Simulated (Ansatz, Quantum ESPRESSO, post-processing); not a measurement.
# Screening and band shifts of 1T-TiO2, 1 layer, part 2 of 2

How does 1T-TiO2, 1 layer respond to a gate-like field without added charge?

Quantum ESPRESSO 7.5; plane-wave DFT, PBE, GBRV ultrasoft pseudopotentials; geometry and cross-check by Ansatz 0.2.0 with PAW datasets.

So far. Step 13 (Bands along a path: field 0.4 V/Å): Upper empty bands that drop with the field can be states of the vacuum, held by the sawtooth; they depend on the cell's width. Step 13 (Bands along a path: field 0.4 V/Å): Along this path the valence top lies between K and Γ and the conduction bottom at Γ.

**14. Density by pp.x**

plot_num = 0 writes the valence density.

Contents of f0.rho.in:

```
&inputpp
  prefix = 'f0'
  outdir = './out'
  filplot = 'f0.rho.dat'
  plot_num = 0
/
```

Started as:

```bash
$ OMP_NUM_THREADS=1 mpirun -n 4 pp.x -in f0.rho.in > f0.rho.out
```

Elapsed: 1.2 s, on 4 MPI ranks of Intel Xeon Platinum 8375C at 2.90GHz (Ice Lake), shared host; peak memory 0.1 GiB; 4.3 s of CPU time.

Numbers from this step:

| Quantity | Value |
| --- | --- |
| electrons by integration | 24.00 e |

Mean over planes. Table of valence density, planar mean by z:

```
z (Å)  valence density, planar mean (e/Å³)
  6.0                               9.3e-5
  6.5                               5.3e-4
  7.0                              0.00315
  7.5                               0.0201
  8.0                                0.134
  8.5                                0.718
  9.0                                0.947
  9.5                                 1.39
 10.0                                 1.35
 10.5                                0.958
 11.0                                0.658
 11.5                                0.118
 12.0                               0.0171
 12.5                              0.00276
 13.0                               4.6e-4
 13.5                               8.0e-5
```

Valence density in the ca plane at fractional y = 0.333, with atoms of O within 0.2 Å of it. It is the smooth field of the valence electrons, not physical close to the nuclei.

Ten steps, logarithmic in the rise over the least value, from '0' (0.0 e/Å³) to '9' (6.6 e/Å³), each cell a mean:
```
00000000000000000013566433221000000000000000
00000000000000000025898532110000000000000000
00000000000000000036999632110000000000000000
00000000000000000025787532211000000000000000
00000000000000000013455433321000000000000000
00000000000000000001233444442100000000000000
00000000000000000001123455543100000000000000
00000000000000000001233444432100000000000000
```
Columns run along c (16.0 Å, from fractional 0.06 to 0.89 of the cell), rows up along a (3.0 Å). Atoms in or near the plane, at fractional coordinates: O at (0.45, 0.67).

The density integrates to 24.000 electrons, as the 24 of the input ask.

**15. Valence density**

Contents of f2.rho.in:

```
&inputpp
  prefix = 'f2'
  outdir = './out'
  filplot = 'f2.rho.dat'
  plot_num = 0
/
```

Started as:

```bash
$ OMP_NUM_THREADS=1 mpirun -n 4 pp.x -in f2.rho.in > f2.rho.out
```

The job ended after 1.3 s (4 MPI ranks; peak memory 0.1 GiB; 4.4 s of CPU time).

**16. Charge moved by a field of 0.2 V/Å**

This step gave:

| Quantity | Value |
| --- | --- |
| largest charge moved across a plane | 0.001011 e/Å² |
| dipole step | -0.6017 eV |

The planar mean by z:

z (Å), planar mean (e/Å³) and a bar from the least value:
```
      4.0    0.00000 ###############
      4.5    0.00000 ###############
      5.0    0.00000 ###############
      5.5    0.00000 ###############
      6.0    0.00001 ###############
      6.5    0.00004 ###############
      7.0    0.00012 #################
      7.5    0.00035 ######################
      8.0    0.00074 ##############################
      8.5    0.00046 ########################
      9.0    0.00030 #####################
      9.5    0.00005 ################
     10.0   -0.00004 ##############
     10.5   -0.00032 ########
     11.0   -0.00053 ####
     11.5   -0.00071 
     12.0   -0.00032 ########
     12.5   -0.00011 #############
     13.0   -0.00003 ##############
     13.5   -0.00001 ###############
     14.0    0.00000 ###############
     14.5    0.00000 ###############
     15.0    0.00000 ###############
     15.5    0.00000 ###############
```

The running integral, electrons below z by z:

```
z (Å)  running integral, electrons below z (e/Å²)
  4.5                                      9.2e-8
  5.0                                      3.4e-7
  5.5                                      1.2e-6
  6.0                                      4.5e-6
  6.5                                      1.6e-5
  7.0                                      5.7e-5
  7.5                                      1.8e-4
  8.0                                      4.7e-4
  8.5                                      8.0e-4
  9.0                                      9.5e-4
  9.5                                     0.00100
 10.0                                      1.0e-3
 10.5                                      9.1e-4
 11.0                                      7.3e-4
 11.5                                      3.6e-4
 12.0                                      1.2e-4
 12.5                                      3.7e-5
 13.0                                      1.0e-5
 13.5                                      2.6e-6
 14.0                                      6.7e-7
 14.5                                      1.7e-7
 15.0                                      4.3e-8
```

**17. Polarisability from the dipole between 0 and 0.1 V/A**

Numbers from this step:

| Item | Value |
| --- | --- |
| change of slope in the vacuum | 0.10000 eV/Å |
| polarisability a cell | 1.856 Å³ |
| sheet polarisability 4πα/A | 3.013 Å |

Change of the potential energy, second field less first against z:

z (Å), change of the potential energy, second field less first (eV) and a bar from the least value:
```
      0.0     -0.411 #######
      0.5     -0.772 
      1.0     -0.722 #
      1.5     -0.672 ##
      2.0     -0.622 ###
      2.5     -0.572 ####
      3.0     -0.522 #####
      3.5     -0.472 ######
      4.0     -0.422 #######
      4.5     -0.372 ########
      5.0     -0.322 #########
      5.5     -0.272 ##########
      6.0     -0.222 ###########
      6.5     -0.172 ############
      7.0     -0.124 #############
      7.5     -0.078 ##############
      8.0     -0.040 ###############
      8.5     -0.018 ###############
      9.0     -0.007 ###############
      9.5     -0.002 ###############
     10.0      0.002 ###############
     10.5      0.008 ################
     11.0      0.020 ################
     11.5      0.043 ################
     12.0      0.082 #################
     12.5      0.128 ##################
     13.0      0.177 ###################
     13.5      0.227 ####################
     14.0      0.277 #####################
     14.5      0.327 ######################
     15.0      0.377 #######################
     15.5      0.427 ########################
     16.0      0.477 #########################
     16.5      0.527 ##########################
     17.0      0.577 ###########################
     17.5      0.627 ############################
     18.0      0.677 #############################
     18.5      0.727 ##############################
     19.0      0.518 ##########################
```

**18. Dipole against field**

Table of dipole along the normal, dipole moment by applied field:

```
applied field (V/Å)  dipole along the normal, dipole moment (e·Å)
              0.000                                             0
              0.100                                        0.0129
              0.200                                        0.0257
              0.400                                        0.0515
```

**19. Cross-check with Ansatz: field 0.1 V/Å**

A second code with its own PAW datasets, on the same atoms.

Level of this step: plane-wave DFT, PBE, Ansatz PAW (Ansatz 0.2.0).

Contents of input.yaml:

```yaml
crystal:
  lattice:
    - [2.9894747292, 0.0, 0.0]
    - [-1.4947373646, 2.5889610595, 0.0]
    - [0.0, 0.0, 19.4611921231]
  atoms:
    - { symbol: O, position: [0.6666666667, 0.3333333333, 0.4504315024] }
    - { symbol: Ti, position: [0.0, 0.0, 0.4999999821] }
    - { symbol: O, position: [0.3333333333, 0.6666666667, 0.5495685155] }
kpoints:
  mp_grid: { grid: [12, 12, 1] }
hamiltonian:
  xc: pbe
scf:
  occupations: { method: fermi_dirac, width: 0.054 }
  convergence: { dr2_threshold: 1.0e-09 }
efield:
  axis: 3
  dipole_correction: true
  ramp_position: 0.97
  ramp_width: 0.04
  amplitude: 0.1
output:
  write_potential: true
  write_density: true
  volumetric_format: npy
```

Started as:

```bash
$ ansatz run input.yaml --threads 4 --pin off --max-ram 8192MiB --backend cpu --events-out ev --progress --plain --runs-dir out
```

Run time: 3.4 s. Hardware: 4 threads; peak memory 0.44 GiB.

Read from the output:

| Quantity | Value |
| --- | --- |
| free energy | -3638.3192 eV |
| Fermi energy | -3.402 eV |
| gap by band count | 2.727 eV |
| dipole along the normal | 0.01287 e·Å |

At 0.1 V/Å Ansatz's dipole is 0.0129 e Å against 0.0129 from pw.x.

**20. Cross-check with Ansatz: field -0.1 V/Å**

input.yaml, as its differences from the input of step 19:

```diff
@@ -21,3 +21,3 @@
   ramp_width: 0.04
-  amplitude: 0.1
+  amplitude: -0.1
 output:
```

Elapsed: 2.2 s, on 4 threads; peak memory 0.44 GiB.

This step gave:

- Fermi energy: -3.435 eV
- dipole along the normal: -0.01286 e·Å

**21. Dipole against field, Ansatz**

The dipole along the normal, dipole moment by applied field:

```
applied field (V/Å)  dipole along the normal, dipole moment (e·Å)
            -0.1000                                       -0.0129
             0.0000                                       -5.2e-6
             0.1000                                        0.0129
```

**22. SCF with pw.x, with nosym = True**

A sensitivity test on the input.

Level of this step: plane-wave DFT, PBE, GBRV ultrasoft pseudopotentials (Quantum ESPRESSO 7.5).

Contents of f1.w0.in:

```
&control
  prefix = 'f1.w0'
  outdir = './out'
  pseudo_dir = './pseudo'
  calculation = 'scf'
  tprnfor = .true.
  tefield = .true.
  dipfield = .true.
/
&system
  ibrav = 0
  nat = 3
  ntyp = 2
  ecutwfc = 40
  ecutrho = 200
  occupations = 'smearing'
  smearing = 'fd'
  degauss = 0.004
  edir = 3
  emaxpos = 0.97
  eopreg = 0.04
  eamp = 0.00194469
  nosym = .true.
/
&electrons
  conv_thr = 1e-09
  mixing_beta = 0.4
  electron_maxstep = 120
  mixing_mode = 'plain'
/
ATOMIC_SPECIES
  O   15.9990  o_pbe_v1.2.uspp.F.UPF
  Ti  47.8670  ti_pbe_v1.4.uspp.F.UPF
CELL_PARAMETERS angstrom
  2.98947472923960 -0.00000000000000 -0.00000000000000
  -1.49473736461980 2.58896105949310 -0.00000000000000
  -0.00000000000000 -0.00000000000000 19.46119212310000
ATOMIC_POSITIONS crystal
  O   0.666666666667 0.333333333333 0.450431502381
  Ti  -0.000000000000 -0.000000000000 0.499999982143
  O   0.333333333333 0.666666666667 0.549568515476
K_POINTS automatic
  12 12 1 0 0 0
```

Started as:

```bash
$ OMP_NUM_THREADS=1 mpirun -n 4 pw.x -nk 4 -in f1.w0.in > f1.w0.out
```

Wall time 23 s (4 MPI ranks); peak memory 0.5 GiB.

Beside the run it was changed from:

```
                     quantity   this run  unchanged run  difference
dipole along the normal (e·Å)    0.01289        0.01289           0
             free energy (eV)  -2506.181      -2506.181           0
                wall time (s)         23             18            
               SCF iterations         13              9
```

The free energy moves by +0 meV an atom.

This run starts from superposed atoms, the unchanged one from a saved density, so their iteration counts don't compare.

The physical values in this table stay within 0.05 %.

**23. Ground state, with emaxpos = 0.5**

One more run, with a changed input.

Contents of f1.bad.in:

```
&control
  prefix = 'f1.bad'
  outdir = './out'
  pseudo_dir = './pseudo'
  calculation = 'scf'
  tprnfor = .true.
  tefield = .true.
  dipfield = .true.
/
&system
  ibrav = 0
  nat = 3
  ntyp = 2
  ecutwfc = 40
  ecutrho = 200
  occupations = 'smearing'
  smearing = 'fd'
  degauss = 0.004
  edir = 3
  emaxpos = 0.5
  eopreg = 0.04
  eamp = 0.00194469
/
&electrons
  conv_thr = 1e-09
  mixing_beta = 0.4
  electron_maxstep = 50
  mixing_mode = 'plain'
/
ATOMIC_SPECIES
  O   15.9990  o_pbe_v1.2.uspp.F.UPF
  Ti  47.8670  ti_pbe_v1.4.uspp.F.UPF
CELL_PARAMETERS angstrom
  2.98947472923960 -0.00000000000000 -0.00000000000000
  -1.49473736461980 2.58896105949310 -0.00000000000000
  -0.00000000000000 -0.00000000000000 19.46119212310000
ATOMIC_POSITIONS crystal
  O   0.666666666667 0.333333333333 0.450431502381
  Ti  -0.000000000000 -0.000000000000 0.499999982143
  O   0.333333333333 0.666666666667 0.549568515476
K_POINTS automatic
  12 12 1 0 0 0
```

Started as:

```bash
$ OMP_NUM_THREADS=1 mpirun -n 4 pw.x -nk 4 -in f1.bad.in > f1.bad.out
```

It took 1.8 min on 4 MPI ranks; peak memory 0.5 GiB.

Residual by cycle:

cycle, log10 residual and a bar from the least value:
```
        1        3.0 ##############################
        5        2.0 ############################
        9        3.2 ##############################
       13        3.0 ##############################
       17        2.0 ############################
       21        2.1 ############################
       26        1.6 ###########################
       30        1.1 ##########################
       34       -1.2 #####################
       38       -4.1 ###############
       42       -7.7 #######
       46      -11.3
```

The SCF loop closed, but a setting was changed on purpose, so the numbers serve as a test and not as the result.

The fault put into the input: the sawtooth's jump inside the slab (system.emaxpos = 0.5).

The change moves the ramp or the field itself, so levels and dipoles of the two runs can't be set side by side.

**24. The arithmetic**

α = Δp/E = (0.01289 − (0.00000)) e Å / 0.1 V/Å = 0.1289 e Å²/V; times e/(4πε₀) = 14.40 V Å this is 1.856 Å³. With A = 7.740 Å², 4πα/A = 3.013 Å.

**25. Results**

* polarisability along the normal, a cell: 1.86 Å³
* sheet polarisability 4πα/A: 3.01 Å
* dipole without a field: 0 e·Å
* Kohn-Sham ionisation potential, upper face: 8.29 eV
* gap along the path at 0 V/Å: 2.71 eV
* gap along the path at 0.2 V/Å: 2.71 eV
* gap along the path at 0.4 V/Å: 2.71 eV

The sheet answers a field with a polarisability of 1.86 Å³ a cell, or 4πα/A = 3.01 Å (PBE, GBRV ultrasoft). In pw.x the dipole follows the field linearly over the range tried. A perfect conductor 3.01 Å thick would screen alike; the outer atoms lie 1.93 Å apart. At 0.1 V/Å the sheet takes 0.301 eV off the potential drop. At 0.2 V/Å the gap along the path is unchanged within 0.01 eV. Quantum ESPRESSO and Ansatz give 1.856 and 1.853 Å³ for the polarisability (pw.x from 0 and 0.1 V/Å, Ansatz from ±0.1 V/Å), which agree. The ions stay at their zero-field places, so this is the electrons' response alone. Semilocal gaps are too small, and in strong fields empty levels can belong to the vacuum.

[Logs are printed without paths, hosts, clocks, repeated set-up lines and the standing remarks that a program may print on its own settings, such as how far it seeks lower states.]

[Hosts, paths, dates, database ids (printed as entryN), source tags and the programs' standing remarks are cut or masked in the printed files.]

[Maps of the electrostatic potential energy from Ansatz leave out the sawtooth potential of an applied field or a dipole correction, so their vacuum need not be flat; planar profiles and work functions include it.]
